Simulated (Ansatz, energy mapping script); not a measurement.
# ScNiO2 in a distorted infinite layer structure: a spin model with pencil and paper

A handful of total energies of ScNiO2 in a distorted infinite layer structure fix a spin model. One order is withheld as a test.

Method: PBEsol with U = 5.7 eV on Ni d, ortho-atomic projectors, plane buckled by 10°; plane waves, U on orthogonalised atomic orbitals unless named otherwise, collinear spin, no spin–orbit coupling, in Ansatz 0.2.0.

## 1. The structure

Symmetry: P-4m2, No. 115, tetragonal system. The conventional cell has a = 3.711 Å, b = 3.711 Å, c = 2.839 Å, α = 90.00°, β = 90.00°, γ = 90.00°. Nearest to Sc lie 8 O at 2.15 to 2.55 Å. Nearest to Ni lie 4 O at 1.88 Å. O has 2 Ni at 1.88 Å and 4 Sc at 2.15 to 2.55 Å nearest. infinite layer prototype, lattice guessed from radii. Farther neighbours and most contacts between anions are not listed.

Structure file:

```cif
data_structure
_symmetry_space_group_name_H-M 'P 1'
_symmetry_Int_Tables_number 1
_cell_length_a 3.7110
_cell_length_b 3.7110
_cell_length_c 2.8391
_cell_angle_alpha 90.000
_cell_angle_beta 90.000
_cell_angle_gamma 90.000
_cell_volume 39.10
loop_
_atom_site_label
_atom_site_type_symbol
_atom_site_fract_x
_atom_site_fract_y
_atom_site_fract_z
_atom_site_occupancy
Sc1 Sc 0.50000 0.50000 0.50000 1
Ni2 Ni 0.00000 0.00000 0.00000 1
O3 O 0.50000 0.00000 0.11524 1
O4 O 0.00000 0.50000 0.88476 1
```

This cell was built for the study (infinite layer prototype, lattice guessed from radii), not taken from an experiment; the compound need not form in this structure.

The parent cell was relaxed beforehand in Ansatz under PBEsol with U = 5.4 eV on Ni d, ortho-atomic projectors, from parallel moments.

## 2. Two of the runs

The parallel order and one order with opposed moments, in one cell and on one mesh:

Contents of input.yaml:

```yaml
crystal:
  lattice:
    - [3.7109602968, 0.0, 0.0]
    - [0.0, 3.7109602968, 0.0]
    - [0.0, 0.0, 5.678144004]
  atoms:
    - { symbol: Sc, position: [0.5, 0.5, 0.25] }
    - { symbol: Sc, position: [0.5, 0.5, 0.75] }
    - { symbol: Ni, position: [0.0, 0.0, 0.0], spin: 2.0 }
    - { symbol: Ni, position: [0.0, 0.0, 0.5], spin: 2.0 }
    - { symbol: O, position: [0.5, 0.0, 0.057619393] }
    - { symbol: O, position: [0.5, 0.0, 0.557619393] }
    - { symbol: O, position: [0.0, 0.5, 0.442380607] }
    - { symbol: O, position: [0.0, 0.5, 0.942380607] }
magnetization:
  spin_polarized: true
kpoints:
  mp_grid: { grid: [10, 10, 7] }
hamiltonian:
  xc: pbesol
  hubbard:
    sites:
      - { species: Ni, l: d, u_eff: 5.7 }
      - { site: 2, l: d, u_eff: 5.7, starting_ns: [{ spin: up, occupation_matrix: ni2_major }, { spin: down, occupation_matrix: ni2_minor }] }
      - { site: 3, l: d, u_eff: 5.7, starting_ns: [{ spin: up, occupation_matrix: ni2_major }, { spin: down, occupation_matrix: ni2_minor }] }
    projectors: ortho-atomic
    occupation_matrices:
      ni2_major:
        matrix:
          - [0.94, 0.0, 0.0, 0.0, 0.0]
          - [0.0, 0.976, 0.0, 0.0, 0.0]
          - [0.0, 0.0, 0.976, 0.0, 0.0]
          - [0.0, 0.0, 0.0, 0.917, 0.0]
          - [0.0, 0.0, 0.0, 0.0, 0.981]
      ni2_minor:
        matrix:
          - [0.91, 0.0, 0.0, 0.0, 0.0]
          - [0.0, 0.964, 0.0, 0.0, 0.0]
          - [0.0, 0.0, 0.964, 0.0, 0.0]
          - [0.0, 0.0, 0.0, 0.187, 0.0]
          - [0.0, 0.0, 0.0, 0.0, 0.976]
scf:
  occupations: { method: fermi_dirac, width: 0.05 }
output:
  eigenvalues: true
```

Launch:

```
$ ansatz run input.yaml --threads 4 --pin off --max-ram 8192MiB --backend cpu --events-out ev --progress --plain --runs-dir out
```

Numbers of over 12 decimals in the logs are rounded to 6 here.

The program printed:

```text
Engine: ansatz 0.2.0, aarch64-unknown-linux-gnu
Pseudopotentials: kind: paw
Pseudopotential: Sc, paw, valence charge 11, recommended cutoff 420 eV (normal), Sc.paw.azcp
Pseudopotential: Ni, paw, valence charge 18, recommended cutoff 420 eV (normal), Ni.paw.azcp
Pseudopotential: O, paw, valence charge 6, recommended cutoff 420 eV (normal), O.paw.azcp
Functional definition: PBEsol
  exchange = pbesol_x
[...]
k-point 1 ↑: bands = [... 37 lower, 12.5432, 12.5778, 12.5778, 12.7144, 13.0213, 14.7601, 16.8474, 16.8887, ... 7 higher]
  k-point 2 ↑: bands = [... 37 lower, 12.5460, 12.5696, 12.5696, 12.6346, 12.8655, 15.1295, 16.8535, 16.8821, ... 7 higher]
  k-point 83 ↓: bands = [... 37 lower, 13.3381, 13.3781, 13.3781, 16.2083, 16.5513, 16.7183, 17.1188, 17.1197, ... 7 higher]
Occupation matrices written to <dir>
[key lines of the parts left out:]
SCF converged after 16 iterations
Magnetization: 1.7626 μB (41.8813 up, 40.1187 down)
Free energy (F): -18078.028842 eV
Fermi energy:    14.949518 eV
```

The job ended after 36 s (4 threads of Arm Neoverse V1, shared host; peak memory 0.83 GiB).

Edit input.yaml of step 2 so:

```diff
@@ -9,3 +9,3 @@
     - { symbol: Ni, position: [0.0, 0.0, 0.0], spin: 2.0 }
-    - { symbol: Ni, position: [0.0, 0.0, 0.5], spin: 2.0 }
+    - { symbol: Ni, position: [0.0, 0.0, 0.5], spin: -2.0 }
     - { symbol: O, position: [0.5, 0.0, 0.057619393] }
@@ -24,3 +24,3 @@
       - { site: 2, l: d, u_eff: 5.7, starting_ns: [{ spin: up, occupation_matrix: ni2_major }, { spin: down, occupation_matrix: ni2_minor }] }
-      - { site: 3, l: d, u_eff: 5.7, starting_ns: [{ spin: up, occupation_matrix: ni2_major }, { spin: down, occupation_matrix: ni2_minor }] }
+      - { site: 3, l: d, u_eff: 5.7, starting_ns: [{ spin: up, occupation_matrix: ni2_minor }, { spin: down, occupation_matrix: ni2_major }] }
     projectors: ortho-atomic
```

The program printed:

```text
[...]
Crystal: 8 atoms, lattice volume = 78.195 Å³
Basis set: ecut = 420 eV, 1523 PW (Γ)
Bands: 52, of which v1, the nominal top of the filled ones, is band 41 counted from 1 (40 counted from 0)
Symmetry: 8 space group operations
[...]
k-points: 84 of 700 (time reversal used)
[...]
Starting moments: Σ|m| = 4 μB on 2 of 8 sites
[...]
k-point 1 ↑: bands = [... 37 lower, 12.5688, 13.0084, 13.0084, 13.5283, 14.7796, 16.8789, 16.9002, 17.3452, ... 7 higher]
  k-point 2 ↑: bands = [... 37 lower, 12.5678, 13.0037, 13.0037, 13.3857, 15.1415, 16.8772, 16.9020, 17.5301, ... 7 higher]
  k-point 83 ↓: bands = [... 37 lower, 13.1307, 13.3589, 13.3589, 15.2940, 16.1677, 16.6825, 16.7291, 17.0960, ... 7 higher]
Occupation matrices written to <dir>
[key lines of the parts left out:]
SCF converged after 14 iterations
Magnetization: 0.0000 μB (41.0000 up, 41.0000 down)
Free energy (F): -18078.027854 eV
Fermi energy:    14.925670 eV
```

It took 17 s on 4 threads; peak memory 0.76 GiB.

At zero occupation width the energies are -18078.02063 and -18078.01905 eV for 2 Ni atoms, so ΔE = 1000 × (-18078.01905 − (-18078.02063)) / 2 = 0.79 meV a magnetic atom.

## 3. The orders used, and who is opposed

Each order is measured in this way from the parallel run of its own cell. n counts, for a mean magnetic atom, the neighbours of each shell whose moment is opposed.

| order | ΔE (meV) | n at 2.84 Å (of 2) | n at 3.71 Å (of 4) | n at 4.67 Å (of 8) |
| --- | --- | --- | --- | --- |
| compensated +− in cell A | 0.79 | 2 | 0 | 8 |
| compensated +− in cell B | ? | 0 | 2 | 4 |
| compensated +− in cell C | 68.36 | 2 | 4 | 0 |
| compensated +− in cell D | 69.67 | 0 | 4 | 8 |

Wanted: the couplings, and ΔE of the order “compensated +− in cell B”.

## 4. The equations

With E = −Σ J e·e over ordered pairs of unit vectors, an atom's energy is −Σ J (z − 2n), since each opposed neighbour turns +1 into −1. Against the parallel order, ΔE = 2 Σ n J:

- 4 J₁ + 16 J₃ = 0.79
- 4 J₁ + 8 J₂ = 68.36
- 8 J₂ + 16 J₃ = 69.67

Cramer's rule: the determinant of the left side is D = 1024; with the column of each J replaced by the energies it is D₁ = -66.56, D₂ = 8783 and D₃ = 67.20. So J₁ = -0.0650 meV, J₂ = 8.58 meV and J₃ = 0.0656 meV.

## 5. The order left out

ΔE = 4 × (8.58) + 8 × (0.0656) = 34.84 meV.

## 6. Mean-field temperature

In the lowest order (parallel) a spin feels the field h = 2 J₀ m with J₀ = Σ J (z − 2n) = (-0.0650) × (2) + (8.58) × (4) + (0.0656) × (8) = 34.70 meV. For classical unit spins m ≈ h/3k_BT near the transition, so k_BT = 2 J₀/3 and T = 2 × 34.70 / (3 × 0.08617) = 268 K.

## 7. Outcome

```
J₁, Ni–Ni at 2.84 Å                 : -0.0650 meV
J₂, Ni–Ni at 3.71 Å                 : 8.58 meV
J₃, Ni–Ni at 4.67 Å                 : 0.0656 meV
ΔE predicted for the withheld order : 34.8 meV
ΔE of the withheld run              : 42.2 meV
mean-field temperature by hand      : 268 K
```

The hand solution predicts 34.84 meV and the withheld run gave 42.15 meV, a miss of 7.32 meV on a scale of 69.7 meV. Farther shells, terms beyond the Heisenberg form or the mesh can cause that. A least-squares fit to all 4 orders gives -0.431, 8.76 and 0.157 meV. The least-squares couplings give 274 K in mean field and 156 K by Monte Carlo, which keeps the fluctuations. Every order is gapless on its mesh at this level, so a short model of fixed moments is a rougher picture than for an insulator. This set was picked because its moments stay put and its equations are well conditioned; many sets are less well behaved. Shells left out of the hand model add to these values wherever the orders used reverse them, so each J is partly a sum. The orders cannot split some shells at all: the value at 3.71 Å holds J(3.71) + 2 J(6.78). A fit with one more shell, at 5.25 Å, gives -0.065, 8.6, 0.066 and 0.91 meV and 297 K in mean field. The cell was built from a prototype and relaxed before the change was imposed without further relaxation; a distortion that needs a larger cell, or another structure that the compound may prefer, is not captured.

27 further runs of the session are left out of this account and of its counts and ranges: runs hit by known faults of a program or its files, repeats, responses too ill-conditioned to give a U, cells squeezed past sense, harmless faults, or fits whose shells could not be counted again from the structure.

[Logs and program files are shortened in this print: banners, set-up blocks, solver, clock and traceback lines can be left out without a mark of their own.]

[Logs are printed without paths, hosts, clocks, repeated set-up lines and the standing remarks that a program may print on its own settings, such as how far it seeks lower states.]

[Hosts, paths, dates, database ids (printed as entryN), source tags and the programs' standing remarks are cut or masked in the printed files.]

[Where a cell is said to come from a database of computed structures, the database is the Materials Project.]
